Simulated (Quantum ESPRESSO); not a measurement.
**ZnSe (Stilleite): the LO frequency by hand**

Wanted: the LO mode of ZnSe (Stilleite) from the TO mode and the field response.

Calculated with Quantum ESPRESSO 7.5; DFT LDA, scalar-relativistic, plane waves, JTH PAW pseudopotentials.

### Step 1. The relaxed structure

Symmetry: F-43m, No. 216, cubic system. Conventional cell: a = 5.566 Å, b = 5.566 Å, c = 5.566 Å, α = 90.00°, β = 90.00°, γ = 90.00°. Zn has 4 Se at 2.41 Å nearest. Nearest to Se lie 4 Zn at 2.41 Å. Farther neighbours and most contacts between anions are not listed.

This is the cell after its relaxation at this level of theory, not the database cell from which that began.

### Step 2. What the response run gave

A linear-response run on the relaxed cell, with the response to an electric field; only its zone-centre results are used. Cutoff 50 Ry, k mesh 8×8×8.

Log:

```text
[banners, grids, parts of the stress and lines that vanish by symmetry left out]
Program PHONON v.7.5
     Reading xml data from directory:

[...]
Exchange-correlation= PW
                           (   1   4   0   0   0   0   0)
[...]
kinetic-energy cut-off    =      50.0000  Ry
     charge density cut-off    =     250.0000  Ry
     convergence threshold     =      1.0E-18
[...]
Exchange-correlation= PW
                           (   1   4   0   0   0   0   0)
[...]
q = (   0.0000000   0.0000000   0.0000000 )
     25 Sym.Ops. (with q -> -q+G )
     G cutoff =  350.3122  (  19579 G-vectors)     FFT grid: ( 40, 40, 40)
     G cutoff =  280.2497  (  13851 G-vectors)  smooth grid: ( 36, 36, 36)
     number of k points=    29
[...]
Mode symmetry, T_d (-43m)  point group:
[...]
Dielectric constant
[...]
End of electric fields calculation
          Dielectric constant in cartesian axis
          (       8.143685077      -0.000000000       0.000000000 )
          (      -0.000000000       8.143685077       0.000000000 )
          (       0.000000000       0.000000000       8.143685077 )
          Effective charges (d Force / dE) in cartesian axis without acoustic sum rule applied (asr)
           atom    1  Zn    Mean Z*:        1.98690
      Ex  (        1.98690        0.00000        0.00000 )
      Ey  (        0.00000        1.98690        0.00000 )
      Ez  (        0.00000        0.00000        1.98690 )
           atom    2  Se    Mean Z*:       -2.03503
      Ex  (       -2.03503       -0.00000       -0.00000 )
      Ey  (       -0.00000       -2.03503        0.00000 )
      Ez  (       -0.00000        0.00000       -2.03503 )
          Effective charges Sum: Mean:       -0.04813
[...]
Effective charges (d Force / dE) in cartesian axis with asr applied:
           atom    1  Zn    Mean Z*:        2.01097
[...]
atom    2  Se    Mean Z*:       -2.01097
[...]
Representation #   1 modes #   1   2   3
[...]
End of self-consistent calculation
     Convergence has been achieved
     Representation #   2 modes #   4   5   6
[...]
End of self-consistent calculation
     Convergence has been achieved
[...]
Dielectric constant in cartesian axis
          (       8.143685077      -0.000000000       0.000000000 )
          (      -0.000000000       8.143685077       0.000000000 )
          (       0.000000000       0.000000000       8.143685077 )
          Effective charges (d Force / dE) in cartesian axis without acoustic sum rule applied (asr)
           atom    1  Zn    Mean Z*:        1.98690
      Ex  (        1.98690        0.00000        0.00000 )
      Ey  (        0.00000        1.98690        0.00000 )
      Ez  (        0.00000        0.00000        1.98690 )
           atom    2  Se    Mean Z*:       -2.03503
      Ex  (       -2.03503       -0.00000       -0.00000 )
      Ey  (       -0.00000       -2.03503        0.00000 )
      Ez  (       -0.00000        0.00000       -2.03503 )
          Effective charges Sum: Mean:       -0.04813
[...]
Effective charges (d Force / dE) in cartesian axis with asr applied:
           atom    1  Zn    Mean Z*:        2.01097
[...]
atom    2  Se    Mean Z*:       -2.01097
[...]
q = (    0.000000000   0.000000000   0.000000000 )
[...]
freq (    1) =       0.104145 [THz] =       3.473914 [cm-1]
     freq (    2) =       0.104145 [THz] =       3.473914 [cm-1]
     freq (    3) =       0.104145 [THz] =       3.473914 [cm-1]
     freq (    4) =       6.571355 [THz] =     219.196805 [cm-1]
     freq (    5) =       6.571355 [THz] =     219.196805 [cm-1]
     freq (    6) =       6.571355 [THz] =     219.196805 [cm-1]
[...]
Mode symmetry, T_d (-43m)  point group:
     freq (   1-   3) =          3.5  [cm-1]   --> T_2  G_15 P_4   I+R
     freq (   4-   6) =        219.2  [cm-1]   --> T_2  G_15 P_4   I+R

   JOB DONE.
```

```csv
quantity,value
cell volume Ω (Å³),43.112
mass of Zn (u),65.380
mass of Se (u),78.971
"Born charge of Zn, raw (e)",1.987
"Born charge of Se, raw (e)",-2.035
ε∞,8.144
ω(TO) after the sum rule (cm⁻¹),219.2
```

### Step 3. The calculation

The charges must sum to zero over the cell; taking off their mean, -0.024 e, leaves Z* = 2.011 e on Zn. In the polar mode Zn moves against Se, so the reduced mass is μ = 65.38 × 78.97 / 144.35 = 35.768 u.

A longitudinal wave builds up a field that adds to the restoring force: ω(LO)² = ω(TO)² + 4π Z*² / (μ Ω ε∞), in Hartree atomic units. With μ = 65201 electron masses and Ω = 290.94 bohr³ the second term is 3.2896e-07 Ha², or 15846 cm⁻² (1 Ha = 219474.6 cm⁻¹).

So ω(LO) = √(48031 + 15846) = 252.7 cm⁻¹, and by the Lyddane-Sachs-Teller relation ε₀ = ε∞ (ω(LO)/ω(TO))² = 10.83.

### Step 4. Check against the program

The analysis program adds the same non-analytic term to the full matrix, here for q along (1 0 0).

Log:

```text
[banner, memory and clock lines left out]
Program DYNMAT v.7.5

     Reading Dynamical Matrix from file g.dyn
     ...Force constants read
     ...epsilon and Z* read

     Polarizability (A^3 units)
     multiply by 0.295751 for Clausius-Mossotti correction
        24.508305   -0.000000    0.000000
        -0.000000   24.508305    0.000000
         0.000000    0.000000   24.508305

     IR activities are in (D/A)^2/amu units

# mode   [cm-1]    [THz]      IR
    1      0.00    0.0000    0.0000
    2      0.00    0.0000    0.0000
    3      0.00    0.0000    0.0000
    4    219.16    6.5704    2.6085
    5    219.16    6.5704    2.6085
    6    252.74    7.5770    2.6085
```

ε₀ comes from the program's run without a direction of q.

```csv
quantity,by hand,program
ω(LO) (cm⁻¹),252.7,252.7
ε₀,10.83,10.83
```

### Step 5. Outcome

```
TO mode                    : 219.2 cm⁻¹
LO mode                    : 252.7 cm⁻¹
static dielectric constant : 10.83
```

**Reading.** The LO mode of ZnSe (Stilleite) lies at 253 cm⁻¹, 34 cm⁻¹ above the TO mode; the formula meets the program within 0.1 cm⁻¹, as it must for a cubic crystal with one polar mode. ω(LO)² − ω(TO)² goes with Z*²/ε∞: an error of 5 % in ε∞ would move the LO mode by 1.5 cm⁻¹, and semilocal functionals tend to overestimate ε∞. The raw charges miss their sum by 0.048 e, a sign that the k mesh is short for the field response, so ε∞ may be some per cent too high. These are harmonic values at zero temperature, at the volume of this functional, for the structure held cubic; stability elsewhere in the zone is no part of this calculation.

[Host names and launcher messages were left out of these logs when they were recorded.]

[Logs are printed without paths, hosts, clocks, repeated set-up lines and the standing remarks that a program may print on its own settings, such as how far it seeks lower states.]

[Hosts, paths, dates, database ids (printed as entryN), source tags and the programs' standing remarks are cut or masked in the printed files.]
